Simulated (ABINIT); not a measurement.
**Mg3SnS (Pm-3m): zone-centre phonons**

Which modes does Mg3SnS (Pm-3m) have at the zone centre?

Method: DFT LDA, scalar-relativistic, plane waves, HGH norm-conserving pseudopotentials, in ABINIT 10.8.3.

The structure was built from a prototype and need not be the compound's stable phase.

## Step 1: Starting point

Symmetry: Pm-3m, No. 221, cubic system. Conventional cell: a = 5.222 Å, b = 5.222 Å, c = 5.222 Å, α = 90.00°, β = 90.00°, γ = 90.00°. Nearest to Sn lie 12 Mg at 3.69 Å. Nearest to S lie 6 Mg at 2.61 Å. Nearest to Mg lie 2 S at 2.61 Å. Farther neighbours and most contacts between anions are not listed.

## Step 2: A first look

A first run with smearing and empty bands tells whether the crystal has a gap, which decides between fixed occupations and smearing later on.

The input, probe.abi:

```
# ground state
tolvrs 1.0d-08
prtden 1
prtwf 1

# basis, mesh and filling
ecut 30.0
ixc 7
ngkpt 4 4 4
nshiftk 1
shiftk 0.0 0.0 0.0
istwfk *1
occopt 7
tsmear 0.005
nband 14
nstep 100
diemac 9.0
prtebands 0
prtgsr 0

# cell and atoms
acell 9.868905713 9.868905713 9.868905713
rprim 
    1.0 0.0 0.0
    0.0 1.0 0.0
    0.0 0.0 1.0
ntypat 3
znucl 50 16 12
natom 5
typat 1 2 3 3 3
xred 
    0.0 0.0 0.0
    0.5 0.5 0.5
    0.5 0.5 0.0
    0.5 0.0 0.5
    0.0 0.5 0.5
pp_dirpath "./pseudo"
pseudos "Sn.hgh, S.hgh, Mg.hgh"
```

Launch:

```bash
$ OMP_NUM_THREADS=1 mpirun -n 4 abinit probe.abi > probe.log
```

Numbers of over 12 decimals in the logs are rounded to 6 here.

probe.abo, the main output file:

```text
[banners, grids, parts of the stress and lines that vanish by symmetry left out]
- input  file    -> probe.abi
- output file    -> probe.abo
- root for input  files -> probei
[...]
Symmetries : space group Pm -3 m (#221); Bravais cP (primitive cubic)
[...]
mpw =        7568          nfft =      125000          nkpt =          10
[...]
== DATASET  1 ==================================================================
[...]
cutoff_energies: {ecut:  30.0, pawecutdg:  -1.0, }
[...]
Exchange-correlation functional for the present dataset will be:
  LDA: Perdew-Wang 92 LSD fit to Ceperley-Alder data - ixc=7
[...]
ETOT  1  -16.401083715886    -1.640E+01 1.324E-02 8.072E+02
 ETOT  2  -16.492343788369    -9.126E-02 5.921E-03 2.625E+02
 ETOT  3  -16.533605494178    -4.126E-02 2.242E-03 8.140E+00
 ETOT  4  -16.534589203913    -9.837E-04 1.236E-03 3.233E-02
 ETOT  5  -16.534592705928    -3.502E-06 5.109E-04 2.718E-03
 ETOT  6  -16.534592908786    -2.029E-07 1.312E-04 1.807E-04
 ETOT  7  -16.534592935550    -2.676E-08 1.638E-04 2.733E-06
 ETOT  8  -16.534592936005    -4.553E-10 1.694E-05 5.670E-09
 At SCF step    8       vres2   =  5.67E-09 < tolvrs=  1.00E-08 =>converged.
[...]
sigma(1 1)=  2.77050224E-04  sigma(3 2)=  0.00000000E+00
  sigma(2 2)=  2.77050224E-04  sigma(3 1)=  0.00000000E+00
  sigma(3 3)=  2.77050224E-04  sigma(2 1)=  0.00000000E+00
[...]
convergence: {deltae: -4.553E-10, res2:  5.670E-09, residm:  1.694E-05, diffor: null, }
etotal    :  -1.65345929E+01
[...]
sigma(1 1)=  2.77050224E-04  sigma(3 2)=  0.00000000E+00
  sigma(2 2)=  2.77050224E-04  sigma(3 1)=  0.00000000E+00
  sigma(3 3)=  2.77050224E-04  sigma(2 1)=  0.00000000E+00
[...]
- sigma(1 1)=  8.15109900E+00  sigma(3 2)=  0.00000000E+00
- sigma(2 2)=  8.15109900E+00  sigma(3 1)=  0.00000000E+00
- sigma(3 3)=  8.15109900E+00  sigma(2 1)=  0.00000000E+00
[...]
fcart     -0.0000000000E+00 -0.0000000000E+00 -0.0000000000E+00
           strten      2.7705022397E-04  2.7705022397E-04  2.7705022397E-04
================================================================================

[key lines of the parts left out:]
pressure_GPa:  -8.1511E+00
```

The job ended after 9.7 s (4 MPI ranks of Arm Neoverse V1, shared host).

Read from the output:

| Property | Result |
| --- | --- |
| volume per atom | 28.49 Å³ |
| pressure | -8.151 GPa |
| gap on the k-mesh | 0 eV |

No gap opens on this mesh, so smearing is kept; the printed pressure holds the stress of the finite basis too.

## Step 3: Rough relaxation

The typed start is rough, so a first relaxation with smearing and loose thresholds takes it towards rest cheaply.

The input, prerelax.abi:

```
# relaxation
ionmov 2
optcell 2
dilatmx 1.15
chkdilatmx 0
ntime 40
tolmxf 3.0d-04
tolvrs 1.0d-10
prtwf 0
prtden 0
chksymtnons 0

# basis, mesh and filling
ecut 31.0
ecutsm 3.0
ixc 7
ngkpt 4 4 4
nshiftk 1
shiftk 0.0 0.0 0.0
istwfk *1
occopt 7
tsmear 0.005
nband 14
nstep 100
diemac 1000000.0
prtebands 0
prtgsr 0

# cell and atoms
acell 9.868905713 9.868905713 9.868905713
rprim 
    1.0 0.0 0.0
    0.0 1.0 0.0
    0.0 0.0 1.0
ntypat 3
znucl 50 16 12
natom 5
typat 1 2 3 3 3
xred 
    0.0 0.0 0.0
    0.5 0.5 0.5
    0.5 0.5 0.0
    0.5 0.0 0.5
    0.0 0.5 0.5
pp_dirpath "./pseudo"
pseudos "Sn.hgh, S.hgh, Mg.hgh"
```

Launch:

```bash
$ OMP_NUM_THREADS=1 mpirun -n 4 abinit prerelax.abi > prerelax.log
```

prerelax.abo, the main output file:

```text
[banners, grids, parts of the stress and lines that vanish by symmetry left out]
- input  file    -> prerelax.abi
- output file    -> prerelax.abo
- root for input  files -> prerelaxi
[...]
Symmetries : space group Pm -3 m (#221); Bravais cP (primitive cubic)
[...]
mpw =       12140          nfft =      216000          nkpt =          10
[...]
== DATASET  1 ==================================================================
[...]
cutoff_energies: {ecut:  31.0, pawecutdg:  -1.0, }
[...]
Exchange-correlation functional for the present dataset will be:
  LDA: Perdew-Wang 92 LSD fit to Ceperley-Alder data - ixc=7
[...]
ETOT  1  -16.399457641356    -1.640E+01 1.930E-02 1.419E+03
 ETOT  2  -16.514476112556    -1.150E-01 2.484E-03 1.911E+02
 ETOT  3  -16.533830596818    -1.935E-02 1.020E-03 1.037E+01
 ETOT  4  -16.534551605625    -7.210E-04 3.789E-04 7.450E-02
[...]
ETOT  8  -16.580175720012    -5.791E-13 6.437E-08 3.741E-11
 At SCF step    8       vres2   =  3.74E-11 < tolvrs=  1.00E-10 =>converged.
[...]
sigma(1 1)= -2.53561672E-06  sigma(3 2)=  0.00000000E+00
  sigma(2 2)= -2.53561672E-06  sigma(3 1)=  0.00000000E+00
  sigma(3 3)= -2.53561672E-06  sigma(2 1)=  0.00000000E+00
[...]
convergence: {deltae: -5.791E-13, res2:  3.741E-11, residm:  6.437E-08, diffor: null, }
etotal    :  -1.65801757E+01
[...]
At Broyd/MD step   6, gradients are converged :
[...]
sigma(1 1)= -2.53561672E-06  sigma(3 2)=  0.00000000E+00
  sigma(2 2)= -2.53561672E-06  sigma(3 1)=  0.00000000E+00
  sigma(3 3)= -2.53561672E-06  sigma(2 1)=  0.00000000E+00
[...]
- sigma(1 1)= -7.46004195E-02  sigma(3 2)=  0.00000000E+00
- sigma(2 2)= -7.46004195E-02  sigma(3 1)=  0.00000000E+00
- sigma(3 3)= -7.46004195E-02  sigma(2 1)=  0.00000000E+00
[...]
fcart     -0.0000000000E+00 -0.0000000000E+00 -0.0000000000E+00
           strten     -2.5356167223E-06 -2.5356167223E-06 -2.5356167223E-06
================================================================================

[key lines of the parts left out:]
pressure_GPa:   7.4600E-02
Total energy (etotal) [Ha]= -1.65801757200120E+01
```

Elapsed: 94 s, on 4 MPI ranks.

Step by step:

```tsv
step	energy less that of the first step (eV)	largest force (eV/Å)	volume (Å³)
1	0.0000	0.0000	142.43
2	-0.1739	0.0000	138.94
3	-0.6238	0.0000	88.00
4	-1.1634	0.0000	112.57
5	-1.2380	0.0000	106.56
6	-1.2414	0.0000	104.92
```

```tsv
conventional cell, symmetrised	before	after	change
a (Å)	5.222	4.716	-9.7 %
b (Å)	5.222	4.716	-9.7 %
c (Å)	5.222	4.716	-9.7 %
volume (Å³/atom)	28.49	20.98	-26.3 %
```

The relaxed structure:

```cif
data_structure
_symmetry_space_group_name_H-M 'P 1'
_symmetry_Int_Tables_number 1
_cell_length_a 4.7165
_cell_length_b 4.7165
_cell_length_c 4.7165
_cell_angle_alpha 90.000
_cell_angle_beta 90.000
_cell_angle_gamma 90.000
_cell_volume 104.92
loop_
_atom_site_label
_atom_site_type_symbol
_atom_site_fract_x
_atom_site_fract_y
_atom_site_fract_z
_atom_site_occupancy
Sn1 Sn 0.00000 0.00000 0.00000 1
S2 S 0.50000 0.50000 0.50000 1
Mg3 Mg 0.50000 0.50000 0.00000 1
Mg4 Mg 0.50000 0.00000 0.50000 1
Mg5 Mg 0.00000 0.50000 0.50000 1
```

This step gave:

```
volume per atom : 20.98 Å³
pressure        : 0.07460 GPa
```

The volume changes by -26.3 % in this run and stands -26.3 % from the first cell.

## Step 4: Rough relaxation

The cell changed much, so the rough relaxation is repeated on a basis made for the new cell.

prerelax.abi: that of step 3 with these lines changed.

```diff
@@ -29,3 +29,3 @@
 # cell and atoms
-acell 9.868905713 9.868905713 9.868905713
+acell 8.912868037 8.912868037 8.912868037
 rprim
```

prerelax.abo, the main output file:

```text
[banners, grids, parts of the stress and lines that vanish by symmetry left out]
- input  file    -> prerelax.abi
- output file    -> prerelax.abo
- root for input  files -> prerelaxi
[...]
Symmetries : space group Pm -3 m (#221); Bravais cP (primitive cubic)
[...]
mpw =        9008          nfft =      157464          nkpt =          10
[...]
== DATASET  1 ==================================================================
[...]
cutoff_energies: {ecut:  31.0, pawecutdg:  -1.0, }
[...]
Exchange-correlation functional for the present dataset will be:
  LDA: Perdew-Wang 92 LSD fit to Ceperley-Alder data - ixc=7
[...]
ETOT  1  -16.464378886009    -1.646E+01 1.724E-02 1.096E+03
 ETOT  2  -16.573123338958    -1.087E-01 1.439E-02 5.516E+01
 ETOT  3  -16.579904496966    -6.781E-03 1.028E-03 3.518E+00
 ETOT  4  -16.580174515983    -2.700E-04 2.950E-04 1.540E-02
 ETOT  5  -16.580175547027    -1.031E-06 4.556E-05 2.073E-03
 ETOT  6  -16.580175725218    -1.782E-07 1.776E-05 1.239E-05
 ETOT  7  -16.580175726618    -1.400E-09 1.987E-05 1.483E-07
 ETOT  8  -16.580175726629    -1.051E-11 5.767E-06 4.586E-09
 ETOT  9  -16.580175726629    -2.771E-13 1.134E-05 9.932E-11
 At SCF step    9       vres2   =  9.93E-11 < tolvrs=  1.00E-10 =>converged.
[...]
sigma(1 1)= -2.53575126E-06  sigma(3 2)=  0.00000000E+00
  sigma(2 2)= -2.53575126E-06  sigma(3 1)=  0.00000000E+00
  sigma(3 3)= -2.53575126E-06  sigma(2 1)=  0.00000000E+00
[...]
convergence: {deltae: -2.771E-13, res2:  9.932E-11, residm:  1.134E-05, diffor: null, }
etotal    :  -1.65801757E+01
[...]
At Broyd/MD step   1, gradients are converged :
[...]
sigma(1 1)= -2.53575126E-06  sigma(3 2)=  0.00000000E+00
  sigma(2 2)= -2.53575126E-06  sigma(3 1)=  0.00000000E+00
  sigma(3 3)= -2.53575126E-06  sigma(2 1)=  0.00000000E+00
[...]
- sigma(1 1)= -7.46043779E-02  sigma(3 2)=  0.00000000E+00
- sigma(2 2)= -7.46043779E-02  sigma(3 1)=  0.00000000E+00
- sigma(3 3)= -7.46043779E-02  sigma(2 1)=  0.00000000E+00
[...]
fcart     -0.0000000000E+00 -0.0000000000E+00 -0.0000000000E+00
           strten     -2.5357512647E-06 -2.5357512647E-06 -2.5357512647E-06
================================================================================

[key lines of the parts left out:]
pressure_GPa:   7.4604E-02
Total energy (etotal) [Ha]= -1.65801757266292E+01
```

The job ended after 12 s (4 MPI ranks; 49 s of CPU time).

Little changed from the start: no atom moved by 0.005 Å and no cell edge by 0.1 %.

The volume changes by +0.0 % in this run and stands -26.3 % from the first cell.

## Step 5: Relaxing the cell and atoms

The harmonic expansion needs vanishing forces, and a free crystal bears no stress, so cell and atoms are brought to rest. Stress is more sensitive to the basis than forces are: the last 3 Ha under the cutoff are smoothed with ecutsm, and the cutoff is raised above that of the later runs.

relax.abi, as its differences from prerelax.abi of step 4:

```diff
@@ -3,7 +3,6 @@
 optcell 2
-dilatmx 1.15
-chkdilatmx 0
+dilatmx 1.08
 ntime 40
-tolmxf 3.0d-04
-tolvrs 1.0d-10
+tolmxf 1.0d-05
+tolvrs 1.0d-14
 prtwf 0
@@ -13,6 +12,6 @@
 # basis, mesh and filling
-ecut 31.0
+ecut 38.0
 ecutsm 3.0
 ixc 7
-ngkpt 4 4 4
+ngkpt 6 6 6
 nshiftk 1
@@ -21,3 +20,3 @@
 occopt 7
-tsmear 0.005
+tsmear 0.01
 nband 14
```

Launch:

```bash
$ OMP_NUM_THREADS=1 mpirun -n 4 abinit relax.abi > relax.log
```

relax.abo, the main output file:

```text
[banners, grids, parts of the stress and lines that vanish by symmetry left out]
- input  file    -> relax.abi
- output file    -> relax.abo
- root for input  files -> relaxi
[...]
Symmetries : space group Pm -3 m (#221); Bravais cP (primitive cubic)
[...]
mpw =       10026          nfft =      157464          nkpt =          20
[...]
== DATASET  1 ==================================================================
[...]
cutoff_energies: {ecut:  38.0, pawecutdg:  -1.0, }
[...]
Exchange-correlation functional for the present dataset will be:
  LDA: Perdew-Wang 92 LSD fit to Ceperley-Alder data - ixc=7
[...]
ETOT  1  -16.456110293608    -1.646E+01 1.961E-02 1.138E+03
 ETOT  2  -16.574440210130    -1.183E-01 4.515E-03 7.043E+01
 ETOT  3  -16.582832862898    -8.393E-03 1.292E-03 3.549E+00
 ETOT  4  -16.583103201298    -2.703E-04 3.500E-04 1.801E-02
 ETOT  5  -16.583104266981    -1.066E-06 2.264E-04 1.545E-03
[...]
At SCF step   11       vres2   =  6.47E-15 < tolvrs=  1.00E-14 =>converged.
[...]
sigma(1 1)= -5.92027091E-06  sigma(3 2)=  0.00000000E+00
  sigma(2 2)= -5.92027091E-06  sigma(3 1)=  0.00000000E+00
  sigma(3 3)= -5.92027091E-06  sigma(2 1)=  0.00000000E+00
[...]
convergence: {deltae: -1.450E-12, res2:  6.470E-15, residm:  6.528E-05, diffor: null, }
etotal    :  -1.65831044E+01
[...]
ETOT  1  -16.583104979162    -1.658E+01 3.621E-05 1.962E-02
[...]
At SCF step    9       vres2   =  9.33E-17 < tolvrs=  1.00E-14 =>converged.
[...]
sigma(1 1)= -4.99122749E-06  sigma(3 2)=  0.00000000E+00
  sigma(2 2)= -4.99122749E-06  sigma(3 1)=  0.00000000E+00
  sigma(3 3)= -4.99122749E-06  sigma(2 1)=  0.00000000E+00
[...]
convergence: {deltae:  1.780E-12, res2:  9.334E-17, residm:  1.892E-06, diffor: null, }
etotal    :  -1.65831065E+01
[...]
ETOT  1  -16.583068311428    -1.658E+01 4.140E-05 5.720E-01
[...]
ETOT  8  -16.583111551152     1.421E-13 1.983E-06 9.582E-13
 ETOT  9  -16.583111551152    -6.324E-13 1.531E-06 3.998E-15
 At SCF step    9       vres2   =  4.00E-15 < tolvrs=  1.00E-14 =>converged.
[...]
sigma(1 1)= -2.33219564E-08  sigma(3 2)=  0.00000000E+00
  sigma(2 2)= -2.33219564E-08  sigma(3 1)=  0.00000000E+00
  sigma(3 3)= -2.33219564E-08  sigma(2 1)=  0.00000000E+00
[...]
convergence: {deltae: -6.324E-13, res2:  3.998E-15, residm:  1.531E-06, diffor: null, }
etotal    :  -1.65831116E+01
[...]
At Broyd/MD step   3, gradients are converged :
[...]
sigma(1 1)= -2.33219564E-08  sigma(3 2)=  0.00000000E+00
  sigma(2 2)= -2.33219564E-08  sigma(3 1)=  0.00000000E+00
  sigma(3 3)= -2.33219564E-08  sigma(2 1)=  0.00000000E+00
[...]
- sigma(1 1)= -6.86155645E-04  sigma(3 2)=  0.00000000E+00
- sigma(2 2)= -6.86155645E-04  sigma(3 1)=  0.00000000E+00
- sigma(3 3)= -6.86155645E-04  sigma(2 1)=  0.00000000E+00
[...]
fcart     -0.0000000000E+00 -0.0000000000E+00 -0.0000000000E+00
           strten     -2.3321956357E-08 -2.3321956357E-08 -2.3321956357E-08
================================================================================

[key lines of the parts left out:]
pressure_GPa:   6.8616E-04
Total energy (etotal) [Ha]= -1.65831115511525E+01
```

Wall time 65 s (4 MPI ranks).

The steps of the relaxation:

```tsv
step	energy less that of the first step (eV)	largest force (eV/Å)	volume (Å³)
1	0.0000	0.0000	104.92
2	-0.0001	0.0000	104.98
3	-0.0002	0.0000	105.28
```

```tsv
conventional cell, symmetrised	before	after	change
a (Å)	4.716	4.722	+0.1 %
b (Å)	4.716	4.722	+0.1 %
c (Å)	4.716	4.722	+0.1 %
volume (Å³/atom)	20.98	21.06	+0.3 %
```

The relaxed structure:

```cif
data_structure
_symmetry_space_group_name_H-M 'P 1'
_symmetry_Int_Tables_number 1
_cell_length_a 4.7218
_cell_length_b 4.7218
_cell_length_c 4.7218
_cell_angle_alpha 90.000
_cell_angle_beta 90.000
_cell_angle_gamma 90.000
_cell_volume 105.28
loop_
_atom_site_label
_atom_site_type_symbol
_atom_site_fract_x
_atom_site_fract_y
_atom_site_fract_z
_atom_site_occupancy
Sn1 Sn 0.00000 0.00000 0.00000 1
S2 S 0.50000 0.50000 0.50000 1
Mg3 Mg 0.50000 0.50000 0.00000 1
Mg4 Mg 0.50000 0.00000 0.50000 1
Mg5 Mg 0.00000 0.50000 0.50000 1
```

Numbers from this step:

* volume per atom: 21.06 Å³
* pressure: 6.86e-4 GPa

The volume changes by +0.3 % in this run and stands -26.1 % from the first cell.

## Step 6: Self-consistent run for the response

The response is built on these wavefunctions, so the potential is converged far more tightly than an energy would need. Smearing stays on, as the first look found no gap above 0.3 eV.

The input, gs.abi:

```
# ground state
tolvrs 1.0d-16
prtden 1
prtwf 1

# basis, mesh and filling
ecut 30.0
ixc 7
ngkpt 6 6 6
nshiftk 1
shiftk 0.0 0.0 0.0
istwfk *1
occopt 7
tsmear 0.01
nband 14
nstep 100
diemac 1000000.0
prtebands 0
prtgsr 0

# cell and atoms
acell 8.922984555 8.922984555 8.922984555
rprim 
    1.0 0.0 0.0
    0.0 1.0 0.0
    0.0 0.0 1.0
ntypat 3
znucl 50 16 12
natom 5
typat 1 2 3 3 3
xred 
    0.0 0.0 0.0
    0.5 0.5 0.5
    0.5 0.5 0.0
    0.5 0.0 0.5
    0.0 0.5 0.5
pp_dirpath "./pseudo"
pseudos "Sn.hgh, S.hgh, Mg.hgh"
```

Launch:

```bash
$ OMP_NUM_THREADS=1 mpirun -n 4 abinit gs.abi > gs.log
```

gs.abo, the main output file:

```text
[banners, grids, parts of the stress and lines that vanish by symmetry left out]
- input  file    -> gs.abi
- output file    -> gs.abo
- root for input  files -> gsi
[...]
Symmetries : space group Pm -3 m (#221); Bravais cP (primitive cubic)
[...]
mpw =        5632          nfft =      110592          nkpt =          20
[...]
== DATASET  1 ==================================================================
[...]
cutoff_energies: {ecut:  30.0, pawecutdg:  -1.0, }
[...]
Exchange-correlation functional for the present dataset will be:
  LDA: Perdew-Wang 92 LSD fit to Ceperley-Alder data - ixc=7
[...]
ETOT  1  -16.462929164914    -1.646E+01 1.758E-02 7.899E+02
 ETOT  2  -16.574214737871    -1.113E-01 3.790E-03 4.806E+01
 ETOT  3  -16.582409920440    -8.195E-03 1.045E-03 2.580E+00
 ETOT  4  -16.582688480735    -2.786E-04 1.060E-03 1.376E-02
 ETOT  5  -16.582689641568    -1.161E-06 1.028E-03 1.100E-03
[...]
ETOT 12  -16.582689777505     1.421E-14 4.602E-05 2.168E-16
 ETOT 13  -16.582689777505     4.121E-13 1.303E-04 8.324E-19
 At SCF step   13       vres2   =  8.32E-19 < tolvrs=  1.00E-16 =>converged.
[...]
sigma(1 1)=  2.79655078E-06  sigma(3 2)=  0.00000000E+00
  sigma(2 2)=  2.79655078E-06  sigma(3 1)=  0.00000000E+00
  sigma(3 3)=  2.79655078E-06  sigma(2 1)=  0.00000000E+00
[...]
convergence: {deltae:  4.121E-13, res2:  8.324E-19, residm:  1.303E-04, diffor: null, }
etotal    :  -1.65826898E+01
[...]
sigma(1 1)=  2.79655078E-06  sigma(3 2)=  0.00000000E+00
  sigma(2 2)=  2.79655078E-06  sigma(3 1)=  0.00000000E+00
  sigma(3 3)=  2.79655078E-06  sigma(2 1)=  0.00000000E+00
[...]
- sigma(1 1)=  8.22773645E-02  sigma(3 2)=  0.00000000E+00
- sigma(2 2)=  8.22773645E-02  sigma(3 1)=  0.00000000E+00
- sigma(3 3)=  8.22773645E-02  sigma(2 1)=  0.00000000E+00
[...]
fcart     -0.0000000000E+00 -0.0000000000E+00 -0.0000000000E+00
           strten      2.7965507768E-06  2.7965507768E-06  2.7965507768E-06
================================================================================

[key lines of the parts left out:]
pressure_GPa:  -8.2277E-02
```

The job ended after 15 s (4 MPI ranks).

Numbers from this step:

* pressure: -0.08228 GPa

The cell stands at -0.082 GPa, close enough for phonons.

(Continued in part 2 of 4.)

[Host names and launcher messages were left out of these logs when they were recorded.]

[Logs are printed without paths, hosts, clocks, repeated set-up lines and the standing remarks that a program may print on its own settings, such as how far it seeks lower states.]

[Hosts, paths, dates, database ids (printed as entryN), source tags and the programs' standing remarks are cut or masked in the printed files.]
